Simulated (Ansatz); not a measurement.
# Bands, cutoff and cost in G0W0 for BaIBr (Pnma)

How do accuracy and time trade against each other in G0W0 on BaIBr (Pnma)?

Method: G0W0 on PBEsol, plane waves, PAW, in Ansatz 0.2.0.

This is a report of a sequence of runs, with most program output left out.

## Step 1: The structure

Symmetry: Pnma, No. 62, orthorhombic system. The conventional cell has a = 8.814 Å, b = 5.124 Å, c = 10.192 Å, α = 90.00°, β = 90.00°, γ = 90.00°. Ba has 4 Br at 3.31 to 3.34 Å and 5 I at 3.67 to 3.76 Å nearest. Nearest to I lie 5 Ba at 3.67 to 3.76 Å. Br has 4 Ba at 3.31 to 3.34 Å nearest. Farther neighbours and most contacts between anions are not listed.

The cell and positions are those that the Materials Project relaxed with its own functionals (PBE, PBE+U or r2SCAN), kept fixed. Spin-orbit coupling is left out unless a step names it. The default PAW set here is soft_2. Its files were made with PBE.

## Step 2: 171 empty bands, screening to 30 eV

Now the one-shot GW correction: screening in the RPA, then the self-energy of the levels asked for.

input.yaml reads:

```yaml
crystal:
  lattice:
    - [8.81446039, 0.0, 0.0]
    - [0.0, 5.12429103, 0.0]
    - [0.0, 0.0, 10.19167839]
  atoms:
    - { symbol: Ba, position: [0.72882454, 0.25, 0.37513703] }
    - { symbol: Ba, position: [0.27117546, 0.75, 0.62486297] }
    - { symbol: Ba, position: [0.77117546, 0.75, 0.87513703] }
    - { symbol: Ba, position: [0.22882454, 0.25, 0.12486297] }
    - { symbol: I, position: [0.47161056, 0.25, 0.83177655] }
    - { symbol: I, position: [0.52838944, 0.75, 0.16822345] }
    - { symbol: I, position: [0.02838944, 0.75, 0.33177655] }
    - { symbol: I, position: [0.97161056, 0.25, 0.66822345] }
    - { symbol: Br, position: [0.8564719, 0.25, 0.06668585] }
    - { symbol: Br, position: [0.1435281, 0.75, 0.93331415] }
    - { symbol: Br, position: [0.6435281, 0.75, 0.56668585] }
    - { symbol: Br, position: [0.3564719, 0.25, 0.43331415] }
kpoints:
  mp_grid: { grid: [2, 4, 2] }
hamiltonian:
  xc: pbesol
scf:
  occupations: { method: fixed }
gw:
  n_empty_bands: 171
  ecut_chi: 30
  qp_bands: [v4, c4]
  qp_kpoints: band_edges
  screening: { model: contour_deformation }
```

On the command line:

```console
> ansatz run input.yaml --threads 3 --pin off --max-ram 92160MiB --backend cuda --events-out ev --progress --plain --runs-dir out --devices 1 --max-vram 13GiB
```

The job ended after 34 s (1 × NVIDIA H100 80GB HBM3 (shared by 6 runs) with 3 threads of AMD EPYC 7R13 (Zen 3), shared host; peak memory 1.8 GiB; 42 s of CPU time).

This step gave:

- bands summed: 239
- RPA ε∞ on this mesh (eigenvalues): 3.881, 3.884, 3.886
- plane waves in the screening matrix: 167
- q-points in the mesh: 16
- G0W0 gap on the mesh: 4.891 eV
- k of the valence top: 0, 0, 0
- k of the conduction bottom: 0, 0, 0
- starting gap on the mesh: 3.426 eV
- Z at the valence top: 0.8011
- Z at the conduction bottom: 0.8273
- least direct G0W0 gap on the computed points: 4.891 eV

The gap on the mesh goes from 3.43 eV to 4.89 eV, a correction of +1.47 eV. Between the two edge states, bare exchange in place of the xc potential would open the gap by 7.16 eV, and correlation takes back 5.69 eV.

## Step 3: 485 empty bands, screening to 60 eV

Bands and screening cutoff are moved together, since each hides the error of the other.

input.yaml, as its differences from that of step 2:

```diff
@@ -25,4 +25,4 @@
 gw:
-  n_empty_bands: 171
-  ecut_chi: 30
+  n_empty_bands: 485
+  ecut_chi: 60
   qp_bands: [v4, c4]
```

Run time: 54 s. Hardware: 1 × NVIDIA H100 80GB HBM3 (shared by 6 runs) with 3 threads; peak memory 2.9 GiB.

Numbers from this step:

```
bands summed                                 : 553
RPA ε∞ on this mesh (eigenvalues)            : 3.832, 3.841, 3.843
plane waves in the screening matrix          : 513
q-points in the mesh                         : 16
G0W0 gap on the mesh                         : 4.973 eV
k of the valence top                         : 0, 0, 0
k of the conduction bottom                   : 0, 0, 0
starting gap on the mesh                     : 3.426 eV
Z at the valence top                         : 0.7926
Z at the conduction bottom                   : 0.8235
least direct G0W0 gap on the computed points : 4.973 eV
```

Against the run with 2×4×2 mesh, 171 empty bands, screening to 30 eV, the gap moves by +0.08 eV.

## Step 4: 1045 empty bands, screening to 100 eV

input.yaml, as its differences from that of step 3:

```diff
@@ -25,4 +25,4 @@
 gw:
-  n_empty_bands: 485
-  ecut_chi: 60
+  n_empty_bands: 1045
+  ecut_chi: 100.0
   qp_bands: [v4, c4]
```

It took 95 s on 1 × NVIDIA H100 80GB HBM3 (shared by 6 runs) with 3 threads; peak memory 5.2 GiB.

Numbers from this step:

```yaml
bands_summed: 1113
rpa_eps_infinity_on_this_mesh_eigenvalues: 3.827, 3.837, 3.838
plane_waves_in_the_screening_matrix: 1035
g0w0_gap_on_the_mesh: 5.143 eV
k_of_the_valence_top: 0, 0, 0
k_of_the_conduction_bottom: 0, 0, 0
starting_gap_on_the_mesh: 3.426 eV
least_direct_g0w0_gap_on_the_computed_points: 5.143 eV
```

Against the run with 2×4×2 mesh, 485 empty bands, screening to 60 eV, the gap moves by +0.17 eV.

## Step 5: Changing the k mesh: 2×2×2 mesh, 485 empty bands, screening to 60 eV

A second mesh at equal bands and cutoff isolates the sampling error. Bands and cutoff differ from the step before, so it is read against an earlier run that matches them.

input.yaml, as its differences from that of step 4:

```diff
@@ -19,3 +19,3 @@
 kpoints:
-  mp_grid: { grid: [2, 4, 2] }
+  mp_grid: { grid: [2, 2, 2] }
 hamiltonian:
@@ -25,4 +25,4 @@
 gw:
-  n_empty_bands: 1045
-  ecut_chi: 100.0
+  n_empty_bands: 485
+  ecut_chi: 60
   qp_bands: [v4, c4]
```

Run time: 36 s. Hardware: 1 × NVIDIA H100 80GB HBM3 (shared by 6 runs) with 3 threads; peak memory 2.3 GiB; 52 s of CPU time.

This step gave:

```yaml
bands_summed: 553
rpa_eps_infinity_on_this_mesh_eigenvalues: 3.857, 3.863, 3.933
plane_waves_in_the_screening_matrix: 513
g0w0_gap_on_the_mesh: 4.950 eV
k_of_the_valence_top: 0, 0, 0
k_of_the_conduction_bottom: 0, 0, 0
starting_gap_on_the_mesh: 3.423 eV
least_direct_g0w0_gap_on_the_computed_points: 4.950 eV
```

Against the run with 2×4×2 mesh, 485 empty bands, screening to 60 eV, the gap moves by −0.02 eV.

## Step 6: Changing the frequency model: 2×4×2 mesh, 1045 empty bands, screening to 100 eV, plasmon pole

A plasmon pole stands in for the full frequency dependence of the screening; this run shows what that costs in accuracy. Bands and cutoff differ from the step before, so it is read against an earlier run that matches them.

input.yaml, as its differences from that of step 5:

```diff
@@ -19,3 +19,3 @@
 kpoints:
-  mp_grid: { grid: [2, 2, 2] }
+  mp_grid: { grid: [2, 4, 2] }
 hamiltonian:
@@ -25,6 +25,6 @@
 gw:
-  n_empty_bands: 485
-  ecut_chi: 60
+  n_empty_bands: 1045
+  ecut_chi: 100.0
   qp_bands: [v4, c4]
   qp_kpoints: band_edges
-  screening: { model: contour_deformation }
+  screening: { model: godby_needs }
```

The job ended after 3.1 min (1 × NVIDIA H100 80GB HBM3 (shared by 6 runs) with 3 threads; peak memory 6.3 GiB; 6.7 min of CPU time).

This step gave:

| Quantity | Value |
| --- | --- |
| bands summed | 1113 |
| plasmon-pole fit frequency | 20.18 eV |
| RPA ε∞ on this mesh (eigenvalues) | 3.827, 3.837, 3.838 |
| plane waves in the screening matrix | 1035 |
| G0W0 gap on the mesh | 5.140 eV |
| k of the valence top | 0, 0, 0 |
| k of the conduction bottom | 0, 0, 0 |
| starting gap on the mesh | 3.426 eV |
| least direct G0W0 gap on the computed points | 5.140 eV |

Against the run with 2×4×2 mesh, 1045 empty bands, screening to 100 eV, the gap moves by −0.003 eV.

## Step 7: Changing the files and raising the bands: 2×4×2 mesh, 1549 empty bands, screening to 130 eV, hard PAW files

Other atomic data (hard PAW) test the pseudisation: the cutoff goes from 420 to 680 eV and the valence electrons from 136 to 176, which opens shells that were frozen. Bands and screening cutoff change too, so the step is no clean test of the files.

input.yaml, as its differences from that of step 6:

```diff
@@ -22,2 +22,3 @@
   xc: pbesol
+  pseudopotentials: { kind: paw, source: ansatz }
 scf:
@@ -25,6 +26,6 @@
 gw:
-  n_empty_bands: 1045
-  ecut_chi: 100.0
+  n_empty_bands: 1549
+  ecut_chi: 130.0
   qp_bands: [v4, c4]
   qp_kpoints: band_edges
-  screening: { model: godby_needs }
+  screening: { model: contour_deformation }
```

It took 3.4 min on 1 × NVIDIA H100 80GB HBM3 (shared by 6 runs) with 3 threads; peak memory 12 GiB; 5.8 min of CPU time.

This step gave:

| Quantity | Value |
| --- | --- |
| bands summed | 1637 |
| RPA ε∞ on this mesh (eigenvalues) | 3.826, 3.836, 3.836 |
| plane waves in the screening matrix | 1567 |
| G0W0 gap on the mesh | 5.226 eV |
| k of the valence top | 0, 0, 0 |
| k of the conduction bottom | 0, 0, 0 |
| starting gap on the mesh | 3.427 eV |
| least direct G0W0 gap on the computed points | 5.226 eV |

Against the run with 2×4×2 mesh, 1045 empty bands, screening to 100 eV, the gap moves by +0.08 eV.

## Step 8: The runs together

Times are wall times on 1 × NVIDIA H100 80GB HBM3 (shared by 6 runs) with 3 threads of AMD EPYC 7R13 (Zen 3), shared host, good to a factor of about two.

```csv
mesh,files,frequency,bands summed,cutoff (eV),start (eV),G0W0 (eV),time,host memory (GiB)
2×4×2,default PAW,contour deformation,239,30,3.426,4.891,34 s,1.8
2×4×2,default PAW,contour deformation,553,60,3.426,4.973,54 s,2.9
2×4×2,default PAW,contour deformation,1113,100,3.426,5.143,95 s,5.2
2×2×2,default PAW,contour deformation,553,60,3.423,4.950,36 s,2.3
2×4×2,default PAW,plasmon pole,1113,100,3.426,5.140,3.1 min,6.3
2×4×2,hard PAW,contour deformation,1637,130,3.427,5.226,3.4 min,12
```

How the two edges are built up, in eV (the quasiparticle level is the starting level plus Σx plus Σc less Vxc):

```csv
run,edge,start,Σx,Σc,Vxc,Z,QP
239 bands,valence top,4.92,-18.05,2.53,-15.14,0.80,4.53
239 bands,conduction bottom,8.34,-5.05,-3.17,-9.30,0.83,9.42
553 bands,valence top,4.92,-18.05,2.14,-15.14,0.79,4.14
553 bands,conduction bottom,8.34,-5.05,-3.47,-9.30,0.82,9.12
1113 bands,valence top,4.92,-18.05,1.84,-15.14,0.79,3.84
1113 bands,conduction bottom,8.34,-5.05,-3.60,-9.30,0.82,8.98
```

## Step 9: What came out

```yaml
239_bands_30_ev: 4.891 eV
553_bands_60_ev: 4.973 eV
1113_bands_100_ev: 5.143 eV
estimated_limit_in_bands_and_cutoff: 5.31 eV
mesh_and_start: 2×4×2, PBEsol
```

What this shows: A line in one over the bands through the two highest rungs gives 5.31 eV, +0.17 eV from the top rung; the pair below gives 5.04 eV, so the estimate is still climbing. The rungs stand 0.42 eV (239 bands), 0.34 eV (553 bands) and 0.17 eV (1113 bands) from it. From 239 to 1113 bands the gap moves by +0.25 eV while the time grows 2.7-fold. Σc changes by −0.69 eV at the valence top and −0.44 eV at the conduction bottom, so the levels themselves move more than the gap between them. On the 2×2×2 mesh in place of 2×4×2 the gap differs by −0.02 eV, of which −0.003 eV is already in the start. The plasmon-pole model gives −0.003 eV against contour deformation, 0 % of the correction, and saved no time in this program. With hard PAW files and 1637 bands the gap is 5.23 eV; the line for the default PAW files gives 5.20 eV at that count, a difference of +0.03 eV that holds the line's own error too. The many-body steps are scalar-relativistic: spin-orbit coupling is not in them.

[Paths, hosts, dates, memory and timing lines, banners, echoed tables and standing remarks are left out of the program output.]

[Logs are printed without paths, hosts, clocks, repeated set-up lines and the standing remarks that a program may print on its own settings, such as how far it seeks lower states.]

[Runs of the session that timed out or met a known fault of the program may be left out.]

[Cells called generated may have been cut or substituted from an entry of the Crystallography Open Database or the Materials Project.]

[Hosts, paths, dates, database ids (printed as entryN), source tags and the programs' standing remarks are cut or masked in the printed files.]
